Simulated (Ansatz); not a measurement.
# CdNi2N2: relaxing a made-up structure

Starting from a made-up structure for CdNi2N2, the aim is the relaxed cell, its shortest contacts and, where a second run follows, its electronic structure.

Method: DFT, PBEsol, plane-wave PAW, files of the set soft_1, scalar-relativistic, ferromagnetic start, cell and ions relaxed at zero pressure; PAW set soft_1, in the first sound run; inputs show where later runs differ, in Ansatz 0.2.0.

**1. The structure**

It takes space group I4/mmm (No. 139, tetragonal). Conventional cell: a = 3.284 Å, b = 3.284 Å, c = 9.091 Å, α = 90.00°, β = 90.00°, γ = 90.00°. Nearest to Cd lie 8 N at 2.64 Å. Nearest to Ni lie 4 N at 1.93 Å. N has 4 Ni at 1.93 Å and 4 Cd at 2.64 Å nearest. Farther neighbours and most contacts between anions are not listed.

**2. Relaxing cell and atoms**

The guessed cell has no reason to be at equilibrium. It is relaxed with the atoms, within the space group of the guess.

input.yaml

```yaml
crystal:
  lattice:
    - [-1.642, 1.642, 4.5455]
    - [1.642, -1.642, 4.5455]
    - [1.642, 1.642, -4.5455]
  atoms:
    - { symbol: Cd, position: [0.0, 0.0, 0.0] }
    - { symbol: Ni, position: [0.25, 0.75, 0.5], spin: 1.0 }
    - { symbol: Ni, position: [0.75, 0.25, 0.5], spin: 1.0 }
    - { symbol: "N", position: [0.3623, 0.3623, 0.0] }
    - { symbol: "N", position: [0.6377, 0.6377, 0.0] }
magnetization:
  spin_polarized: true
kpoints:
  mp_grid: { grid: [11, 11, 11] }
scf:
  occupations: { method: fermi_dirac, width: 0.05 }
hamiltonian:
  xc: pbesol
  pseudopotentials: { kind: paw, azcp: { folder: soft_1 }, xc_functional: pbe }
relax:
  f_tol: 0.015
  max_steps: 70
  cell: {}
output:
  forces: true
  stress: true
```

The run is started by

```sh
> ansatz run input.yaml --threads 4 --pin off --max-ram 8192MiB --backend cpu --events-out ev --progress --plain --runs-dir out
```

Numbers of over 12 decimals in the logs are rounded to 6 here.

The log of the run:

```text
basis.fft_grid_basis auto: the FFT boxes are laid along the combinations [[1, 0, 1], [0, 1, 1], [0, 0, 1]] of the cell's own vectors, 3.284, 3.284 and 5.104 Å long. The dense box has 24×24×36 points. Along the cell's own vectors, as sized, it would have 36×36×36, 2.25 times as many. Of the 16 symmetry operations that the crystal satisfies within crystal.symmetry.tolerance (time reversal apart; of a slab, those that k [...]
Engine: ansatz 0.2.0, aarch64-unknown-linux-gnu
Pseudopotentials: kind: paw
Pseudopotential: Cd, paw, valence charge 20, recommended cutoff 420 eV (normal), soft_1/Cd.paw.azcp
Pseudopotential: Ni, paw, valence charge 18, recommended cutoff 420 eV (normal), soft_1/Ni.paw.azcp
Pseudopotential: N, paw, valence charge 5, recommended cutoff 420 eV (normal), soft_1/N.paw.azcp
Functional definition: PBEsol
  exchange = pbesol_x
  correlation = pbesol_c
Crystal: 5 atoms, lattice volume = 49.022 Å³
Basis set: ecut = 420 eV, 963 PW (Γ), FFT grids on a1+a3, a2+a3, a3, exchange–correlation on 48×48×72 points (8 copies of the dense FFT grid, shifted against one another)
Bands: 41, of which v1, the nominal top of the filled ones, is band 33 counted from 1 (32 counted from 0)
Symmetry: 16 space group operations
Space group: I4/mmm (ITA 139), of the structure as read, at distance tolerance 3.7e-5 Å
Magnetic group: BNS 139.531 (UNI 1191), of the structure as read, at distance tolerance 3.7e-5 Å
k-points: 126 of 1331
Non-local potential: Cd, projectors of the file, l = 0: 3, l = 1: 2, l = 2: 2, l = 3: 1
Non-local potential: Ni, projectors of the file, l = 0: 3, l = 1: 2, l = 2: 3, l = 3: 1
Non-local potential: N, projectors of the file, l = 0: 2, l = 1: 2, l = 2: 1
PAW form: soft (Blöchl's): semilocal exchange-correlation on the pseudo side does not see the compensation charge
PAW frozen core: Cd, regenerated for the run's functional, and the local potential with it (the file was generated under x = pbe(κ = 0.804, μ = 0.219515), c = pbe(β = 0.066725))
PAW frozen core: Ni, regenerated for the run's functional, and the local potential with it (the file was generated under x = pbe(κ = 0.804, μ = 0.219515), c = pbe(β = 0.066725))
PAW frozen core: N, regenerated for the run's functional, and the local potential with it (the file was generated under x = pbe(κ = 0.804, μ = 0.219515), c = pbe(β = 0.066725))
PAW one-centre angular grid: Cd, 590 points (default); XC on 64 Gauss nodes
PAW one-centre angular grid: Ni, 590 points (default); XC on 64 Gauss nodes
PAW one-centre angular grid: N, 110 points (default); XC on 64 Gauss nodes
Initial density: superposition of atomic densities (chi_scale 0.1, normalization cell, long waves kept (reshape's long-wave potential 0.03 eV rms))
Starting moments: Σ|m| = 2 μB on 2 of 5 sites
Initial wavefunctions: pseudopotential atomic-orbital guess
Functional: x = pbesol(κ = 0.804, μ = 0.123457), c = pbesol(β = 0.046)
iter 1 solved again at ethr=1.45e-3 eV; its pass at ethr=3.10e-3 eV (dr2=9.57e-1 eV) is discarded
SCF iter   1: F=—  HF=-20544.119196 eV  |F-HF|=—  |Δ(HF+E_count)|=         —  Δρ=4.04e-2 (↑2.59e-2 ↓4.04e-2)  dr2=9.63e-1  dr2_m=1.06e-1  M=2.139 μB ∫|m|=2.168 μB  β_m=0.30  ethr=1.45e-3  ⟨swp⟩=1.5  Hψ=46520  notcnv=0
Mixer restart at iter 1: flushing history
preconditioner: auto → Kerker (q_TF=auto, 2.867 Å⁻¹)  [metal: Δε(μ)=0.002 eV  Ē_g=11.178 eV  σ=0.050 eV  W_gap=0.01  n_scr=24 (ndim 8)  ℏωp=34.4 eV  f_vac=0.000  D(μ)=3.59/eV (n_scr^D=32)]
spin=Collinear: Kerker preconditioning applied to the charge; magnetization (m = ρ↑ − ρ↓) channel mixes plain (no charge-response kernel on spin).
SCF iter   2: F=—  HF=-20544.611419 eV  |F-HF|=—  |Δ(HF+E_count)|=   4.92e-1  Δρ=2.52e-2 (↑1.58e-2 ↓2.52e-2)  dr2=8.10e-1  dr2_m=4.04e-2  M=1.976 μB ∫|m|=2.005 μB  β_m=0.34  ethr=1.45e-3  ⟨swp⟩=2.0  Hψ=12039  notcnv=0  defer=2
SCF iter   3: F=—  HF=-20545.866298 eV  |F-HF|=—  |Δ(HF+E_count)|=    1.25e0  Δρ=2.63e-2 (↑1.10e-2 ↓2.63e-2)  dr2=8.59e-1  dr2_m=6.09e-2  M=1.857 μB ∫|m|=1.887 μB  β_m=0.26  ethr=1.23e-3  ⟨swp⟩=2.0  Hψ=13712  notcnv=0  defer=388
SCF iter   4: F=—  HF=-20546.425794 eV  |F-HF|=—  |Δ(HF+E_count)|=   5.59e-1  Δρ=2.66e-2 (↑9.59e-3 ↓2.66e-2)  dr2=8.25e-1  dr2_m=6.47e-2  M=1.744 μB ∫|m|=1.774 μB  β_m=0.16  ethr=1.23e-3  ⟨swp⟩=2.0  Hψ=11702  notcnv=0  defer=393
SCF iter   5: F=—  HF=-20547.001249 eV  |F-HF|=—  |Δ(HF+E_count)|=   5.75e-1  Δρ=1.66e-2 (↑1.66e-2 ↓1.36e-2)  dr2=2.79e-1  dr2_m=1.79e-2  M=1.638 μB ∫|m|=1.665 μB  β_m=0.36  ethr=1.23e-3  ⟨swp⟩=2.1  Hψ=14870  notcnv=0  defer=401
SCF iter   6: F=—  HF=-20547.429729 eV  |F-HF|=—  |Δ(HF+E_count)|=         —  Δρ=2.78e-2 (↑2.78e-2 ↓2.20e-2)  dr2=6.54e-2  dr2_m=2.64e-1  M=0.801 μB ∫|m|=0.826 μB  β_m=0.53  ethr=4.22e-4  ⟨swp⟩=3.2  Hψ=17141  notcnv=0  defer=404
Mixer restart at iter 6: flushing history
SCF iter   7: F=—  HF=-20547.495238 eV  |F-HF|=—  |Δ(HF+E_count)|=   6.55e-2  Δρ=2.55e-2 (↑1.81e-2 ↓2.55e-2)  dr2=8.47e-2  dr2_m=2.09e-1  M=0.584 μB ∫|m|=0.609 μB  β_m=0.77  ethr=9.90e-5  ⟨swp⟩=2.0  Hψ=14730  notcnv=0  defer=404
SCF iter   8: F=—  HF=-20547.540562 eV  |F-HF|=—  |Δ(HF+E_count)|=   4.53e-2  Δρ=1.62e-2 (↑1.62e-2 ↓1.23e-2)  dr2=2.57e-2  dr2_m=8.80e-2  M=0.400 μB ∫|m|=0.421 μB  β_m=0.32  ethr=9.90e-5  ⟨swp⟩=2.6  Hψ=17648  notcnv=0  defer=404
SCF iter   9: F=—  HF=-20547.533596 eV  |F-HF|=—  |Δ(HF+E_count)|=   6.97e-3  Δρ=1.02e-2 (↑1.02e-2 ↓8.27e-3)  dr2=1.21e-2  dr2_m=3.71e-2  M=0.250 μB ∫|m|=0.265 μB  β_m=0.72  ethr=3.90e-5  ⟨swp⟩=2.0  Hψ=14682  notcnv=0  defer=407
SCF iter  10: F=—  HF=-20547.524941 eV  |F-HF|=—  |Δ(HF+E_count)|=   8.65e-3  Δρ=4.48e-3 (↑3.16e-3 ↓4.48e-3)  dr2=1.77e-2  dr2_m=2.78e-4  M=-0.005 μB ∫|m|=0.009 μB  β_m=0.86  ethr=1.83e-5  ⟨swp⟩=2.0  Hψ=17211  notcnv=0  defer=406
SCF iter  11: F=—  HF=-20547.529535 eV  |F-HF|=—  |Δ(HF+E_count)|=   4.59e-3  Δρ=2.62e-3 (↑1.27e-3 ↓2.62e-3)  dr2=5.97e-3  dr2_m=2.26e-4  M=-0.021 μB ∫|m|=0.022 μB  β_m=0.82  ethr=1.83e-5  ⟨swp⟩=2.0  Hψ=13912  notcnv=0  defer=405
SCF iter  12: F=—  HF=-20547.528901 eV  |F-HF|=—  |Δ(HF+E_count)|=   6.34e-4  Δρ=9.08e-4 (↑2.66e-4 ↓9.08e-4)  dr2=3.02e-4  dr2_m=1.41e-4  M=-0.015 μB ∫|m|=0.016 μB  β_m=0.80  ethr=9.04e-6  ⟨swp⟩=2.0  Hψ=12599  notcnv=0  defer=409
SCF iter  13: F=—  HF=-20547.528938 eV  |F-HF|=—  |Δ(HF+E_count)|=   3.77e-5  Δρ=1.17e-4 (↑1.17e-4 ↓1.12e-4)  dr2=6.69e-6  dr2_m=4.58e-6  M=-0.001 μB ∫|m|=0.002 μB  β_m=0.90  ethr=4.58e-7  ⟨swp⟩=1.8  Hψ=12284  notcnv=0  defer=409
[...]
relax step  16: F+E_penalty+E_count = -20549.00953366 eV  Δ(F+E_penalty+E_count) = -2.040e-1 eV  max|allowed force component| = 2.564e-3 eV/Å  Δτ_max = 0.0000 Å  P = +4.637 GPa  Ω = 63.786 Å³  stress off target by 6.14e0 GPa  SCF on the basis re-selected at this cell (its energy is not comparable with the rows above)  (15 SCF iters)
relax step  17: F+E_penalty+E_count = -20549.03329572 eV  Δ(F+E_penalty+E_count) = -2.376e-2 eV  max|allowed force component| = 4.472e-2 eV/Å  Δτ_max = 0.0049 Å  P = -0.725 GPa  Ω = 65.815 Å³  energy of the carried Pulay correction = -3.205e-3 eV  (12 SCF iters, dr2 threshold 5.00e-7 eV, accepted)
relax step  18: F+E_penalty+E_count = -20549.03458873 eV  Δ(F+E_penalty+E_count) = -1.293e-3 eV  max|allowed force component| = 4.390e-3 eV/Å  Δτ_max = 0.0088 Å  P = +0.026 GPa  Ω = 65.595 Å³  energy of the carried Pulay correction = -2.808e-3 eV  (9 SCF iters, dr2 threshold 5.00e-7 eV, accepted)
Basis set: ecut = 420 eV, 1267 PW (Γ), FFT grids on a1+a3, a2+a3, a3, exchange–correlation on 54×54×72 points (8 copies of the dense FFT grid, shifted against one another)
iter 1 solved again at ethr=8.23e-8 eV; its pass at ethr=3.10e-3 eV (dr2=5.43e-5 eV) is discarded
SCF iter   1: F=—  HF=-20549.036586 eV  |F-HF|=—  |Δ(HF+E_count)|=         —  Δρ=2.19e-4 (↑2.19e-4 ↓2.19e-4)  dr2=4.10e-6  dr2_m=1.29e-11  M=-0.000 μB ∫|m|=0.000 μB  β_m=0.65  ethr=8.23e-8  ⟨swp⟩=3.5  Hψ=67628  notcnv=0
preconditioner: auto → Kerker (q_TF=auto, 2.317 Å⁻¹)  [metal: Δε(μ)=0.010 eV  Ē_g=10.352 eV  σ=0.050 eV  W_gap=0.05  n_scr=10 (ndim 8)  ℏωp=29.7 eV  f_vac=0.111  D(μ)=2.12/eV (n_scr^D=14)]
spin=Collinear: Kerker preconditioning applied to the charge; magnetization (m = ρ↑ − ρ↓) channel mixes plain (no charge-response kernel on spin).
SCF iter   2: F=—  HF=-20549.037225 eV  |F-HF|=—  |Δ(HF+E_count)|=   6.39e-4  Δρ=8.10e-5 (↑8.10e-5 ↓8.10e-5)  dr2=1.38e-6  dr2_m=3.66e-12  M=-0.000 μB ∫|m|=0.000 μB  β_m=0.53  ethr=6.22e-9  ⟨swp⟩=2.0  Hψ=15780  notcnv=0
SCF iter   3: F=—  HF=-20549.037293 eV  |F-HF|=—  |Δ(HF+E_count)|=   6.87e-5  Δρ=3.83e-5 (↑3.83e-5 ↓3.83e-5)  dr2=1.82e-7  dr2_m=1.39e-12  M=-0.000 μB ∫|m|=0.000 μB  β_m=0.54  ethr=2.10e-9  ⟨swp⟩=2.0  Hψ=14020  notcnv=0
SCF iter   4: F=—  HF=-20549.037313 eV  |F-HF|=—  |Δ(HF+E_count)|=   1.95e-5  Δρ=6.33e-6 (↑6.33e-6 ↓6.31e-6)  dr2=2.21e-8  dr2_m=2.64e-13  M=-0.000 μB ∫|m|=0.000 μB  β_m=0.50  ethr=2.76e-10  ⟨swp⟩=2.0  Hψ=17950  notcnv=0
SCF iter   5: F=—  HF=-20549.037313 eV  |F-HF|=—  |Δ(HF+E_count)|=   3.48e-7  Δρ=1.12e-6 (↑1.10e-6 ↓1.12e-6)  dr2=2.08e-9  dr2_m=7.69e-14  M=-0.000 μB ∫|m|=0.000 μB  β_m=0.75  ethr=3.35e-11  ⟨swp⟩=2.0  Hψ=13802  notcnv=0
SCF iter   6: F=—  HF=-20549.037319 eV  |F-HF|=—  |Δ(HF+E_count)|=   5.38e-6  Δρ=6.68e-7 (↑6.58e-7 ↓6.68e-7)  dr2=1.60e-9  dr2_m=1.85e-14  M=-0.000 μB ∫|m|=0.000 μB  β_m=0.84  ethr=3.15e-12  ⟨swp⟩=2.0  Hψ=16075  notcnv=0
SCF iter   7: F=—  HF=-20549.037319 eV  |F-HF|=—  |Δ(HF+E_count)|=  3.89e-10  Δρ=2.26e-7 (↑2.26e-7 ↓2.26e-7)  dr2=3.61e-10  dr2_m=3.18e-16  M=-0.000 μB ∫|m|=0.000 μB  β_m=0.92  ethr=2.42e-12  ⟨swp⟩=2.0  Hψ=13152  notcnv=0
SCF iter   8: F=—  HF=-20549.037319 eV  |F-HF|=—  |Δ(HF+E_count)|=  5.46e-11  Δρ=1.91e-7 (↑1.91e-7 ↓1.91e-7)  dr2=1.45e-10  dr2_m=1.48e-16  M=-0.000 μB ∫|m|=0.000 μB  β_m=0.86  ethr=1.00e-12  ⟨swp⟩=2.4  Hψ=16516  notcnv=0
SCF iter   9: F=—  HF=-20549.037319 eV  |F-HF|=—  |Δ(HF+E_count)|=  3.64e-12  Δρ=1.10e-7 (↑1.10e-7 ↓1.10e-7)  dr2=3.97e-11  dr2_m=8.47e-17  M=-0.000 μB ∫|m|=0.000 μB  β_m=0.87  ethr=1.00e-12  ⟨swp⟩=1.0  Hψ=10332  notcnv=0
SCF iter  10: F=-20549.037319 eV  HF=-20549.037319 eV  |F-HF|=3.64e-11  |Δ(HF+E_count)|=  2.91e-11  Δρ=1.04e-7 (↑1.04e-7 ↓1.04e-7)  dr2=2.69e-11  dr2_m=1.22e-17  M=0.000 μB ∫|m|=0.000 μB  ethr=1.00e-12  ⟨swp⟩=3.0  Hψ=32295  notcnv=0
the starting moments were not kept: the SCF closed with an absolute magnetisation of 5.9e-9 μB, where they sum to 2 μB in size (2 sites). That is at most 0.1 of that sum. Measured as dr2_m measures the in/out step, that magnetisation stands 2.0e-17 eV from none, at or under the dr2_threshold of 5.0e-11 eV: it is no larger than a step whose dr2_m would equal this threshold.
SCF 19 converged in 10 iterations: F = -20549.037319 eV  dr2 = 2.69e-11
relax step  19: F+E_penalty+E_count = -20549.03731859 eV  Δ(F+E_penalty+E_count) = -2.730e-3 eV  max|allowed force component| = 4.356e-3 eV/Å  Δτ_max = 0.0000 Å  P = +0.014 GPa  Ω = 65.595 Å³  stress off target by 2.35e-2 GPa  SCF on the basis re-selected at this cell (its energy is not comparable with the rows above)  (10 SCF iters)
basis re-selected at this cell: Δ(F+E_penalty+E_count) = -2.730e-3 eV, ΔP = -0.012 GPa vs the last step (what re-selecting the basis moved, of the pressure what is left beyond the Pulay correction that the steps carried, after the strain that the cell walked since its last selection, with what the two solves' SCF thresholds leave and, on support functions, any second-order correction that the steps lacked; it is no measure of the basis error at this ecutwfc). The dense FFT grid was sized anew with the basis: this SCF ran on 27×27×36 points, the steps before it on 25×25×36, so part of this shift can come from that change (see relax.cell in the input reference). [rest of the remark cut]
SCF converged after 10 iterations
Magnetization: 0.0000 μB (33.0000 up, 33.0000 down)
Absolute magnetization: 0.0000 μB (∫|ρ↑−ρ↓|, with the PAW one-centre terms)
Spin contamination: 0.0000 ħ² per cell (⟨S²⟩ above its minimum at these occupations)
Per-site moments (μB) at R_I (Å): [(2.7300722176485047e-11, 0.881860), (1.6100758023912555e-9, 0.782338), (1.6100754818060633e-9, 0.782338), (6.748197480318221e-10, 0.782338), (6.748197723758663e-10, 0.782338)]
Free energy (F): -20549.037319 eV
Harris-Foulkes:  -20549.037319 eV  (|F-HF|=3.64e-11)
Internal energy: -20549.019481 eV  (E = F + TS)
E sigma→0 (E₀):  -20549.028400 eV
Entropy (-TS):   -0.017838 eV (-3.568 meV/atom)
Fermi energy:    12.210023 eV
--- Per-component energies (eV) ---
  E_band       = -1200.534137
  E_kinetic    = 1372.942744
  E_local      = -11580.964317  (includes V_loc(G=0)·N_el)
  E_nonlocal   = -35.800562
  E_hartree    = 5730.563184
  E_xc         = -495.714413
  E_vxc        = -633.899631  (∫ρ·V_xc dr)
  E_paw        = -7516.337298  (= ΣΔE_a)
  E_vpaw       = -1783.941697  (= ΣTr[D̂ρ^β])
  E_aug_tail   = 0.003520  (compensation charges beyond the density's cutoff)
  E_ewald      = -8024.505076
  E_core_change = 0.792737  (= ΣΔE_core)
  E_smearing   = -0.017838  (= −TS)
  E_closure    = 0.000000  (closes the sum)
  Σ components = -20549.037319   (vs F -20549.037319, Δ=0.00e0)
--- Forces (eV/Å), atoms counted from 1 ---
  atom   1  Cd    -0.00000000    -0.00000000    -0.00000000
  atom   2  Ni     0.00000000    -0.00000000     0.00000000
  atom   3  Ni     0.00000000    -0.00000000     0.00000000
  atom   4  N      0.00000000    -0.00000000     0.00435636
  atom   5  N      0.00000000    -0.00000000    -0.00435636
  max |Σ_I F_I| component: 3.58e-18 eV/Å
--- Stress (GPa, compression-positive) ---
        0.008669       0.000000       0.000000
        0.000000       0.008669      -0.000000
        0.000000       0.000000       0.023505
  P = ⅓ Tr σ = 0.0136 GPa (0.136 kbar)
--- Relaxed structure (17 steps of the walk, 17 accepted, 2 SCFs on fresh bases) ---
  F+E_penalty+E_count = -20549.03731859 eV   max|allowed force component| = 4.356e-3 eV/Å   (the final SCF, on the basis selected at the relaxed cell)
  cell:  # Å, volume = 65.5951 Å³
    - [-1.890026, 1.890026, 4.590666]
    - [1.890026, -1.890026, 4.590666]
    - [1.890026, 1.890026, -4.590666]
  atoms:
    - { symbol: Cd, position: [-9.15924836067394e-19, -9.159248360673944e-19, 0] }
    - { symbol: Ni, position: [0.25, 0.750000, 0.500000] }
    - { symbol: Ni, position: [0.750000, 0.25, 0.500000] }
    - { symbol: N, position: [0.232847, 0.232847, 0] }
    - { symbol: N, position: [0.767153, 0.767153, 0] }
```

Run time: 2.4 min. Hardware: 4 threads of Arm Neoverse V2, shared host; peak memory 0.73 GiB; 9.1 min of CPU time.

Step by step:

```
step  energy less that of the first step (eV)  largest force component (eV/Å)  pressure (GPa)  volume (Å³)
   1                                   0.0000                          0.2836           23.73        49.02
   2                                  -0.4440                          0.4189            7.16        53.68
   3                                  -0.5602                          0.4804            0.06        56.60
   4                                  -0.6177                          0.1462           -0.78        58.22
   5                                  -0.6271                          0.0701           -0.45        58.36
   6                                  -0.6695                          0.1544           -0.85        58.26
   7                                  -0.7588                          0.4007           -1.84        57.82
   8                                  -0.8147                          0.4796           -3.64        57.43
   9                                  -0.8776                          0.4923           -0.22        56.94
  10                                  -1.0382                          0.3277            1.65        57.87
  11                                  -1.2043                          0.2631            1.63        60.55
  12                                  -1.2415                          0.3355            0.45        62.74
  13                                  -1.2728                          0.0124           -0.22        64.33
  14                                  -1.2765                          0.0152            0.06        63.66
  15                                  -1.2765                          0.0043            0.01        63.79
 16*                                  -1.4806                          0.0026            4.64        63.79
  17                                  -1.5044                          0.0447           -0.72        65.81
  18                                  -1.5056                          0.0044            0.03        65.60
 19*                                  -1.5084                          0.0044            0.01        65.60
```

Relaxation steps marked * repeat the geometry before them on a plane-wave basis chosen anew for their cell, so energy and pressure can jump there.

Forces are held to the 16 operations that the run works with; a distortion that breaks them can't arise in this run.

```
     cell as run  before   after   change
           a (Å)   5.104   5.312   +4.1 %
           b (Å)   5.104   5.312   +4.1 %
           c (Å)   5.104   5.312   +4.1 %
           α (°)  142.47  138.32   -2.9 %
           β (°)  142.47  138.32   -2.9 %
           γ (°)   54.12   60.42  +11.6 %
volume (Å³/atom)    9.80   13.12  +33.8 %
```

The atoms that moved most (Å, as changes of fractional coordinates times the final cell):

```
atom     dx     dy      dz  length
  N5  0.000  0.000   1.189   1.189
  N4  0.000  0.000  -1.189   1.189
```

The relaxed structure:

```xyz
5
Lattice="-1.8900 1.8900 4.5907 1.8900 -1.8900 4.5907 1.8900 1.8900 -4.5907" Properties=species:S:1:pos:R:3 pbc="T T T"
Cd    0.0000    0.0000    0.0000
Ni    1.8900    0.0000    2.2953
Ni    0.0000    1.8900    2.2953
N     0.0000    0.0000    2.1378
N     0.0000    0.0000    7.0435
```

This step gave:

```
free energy             : -20549.0373 eV
energy at zero smearing : -20549.0284 eV
smearing term TS        : 0.01784 eV
Fermi energy            : 12.21 eV
electrons               : 66
symmetry operations     : 16
pressure                : 0.01361 GPa
```

Shortest distances by pair of elements, guess and relaxed (not always the same contact):

```
 pair  guess (Å)  relaxed (Å)
 N–Ni      1.934        1.897
 Cd–N      2.638        2.138
Ni–Ni      2.322        2.673
  N–N      2.504        2.691
Cd–Ni      2.804        2.973
```

The relaxation ends with a largest force component of 0.0044 eV/Å and a pressure of 0.01 GPa. No moment survives the cycle: this start ends non-magnetic.

(Part 1 of 2 ends here.)

[Logs are printed without paths, hosts, clocks, repeated set-up lines and the standing remarks that a program may print on its own settings, such as how far it seeks lower states.]

[Hosts, paths, dates, database ids (printed as entryN), source tags and the programs' standing remarks are cut or masked in the printed files.]
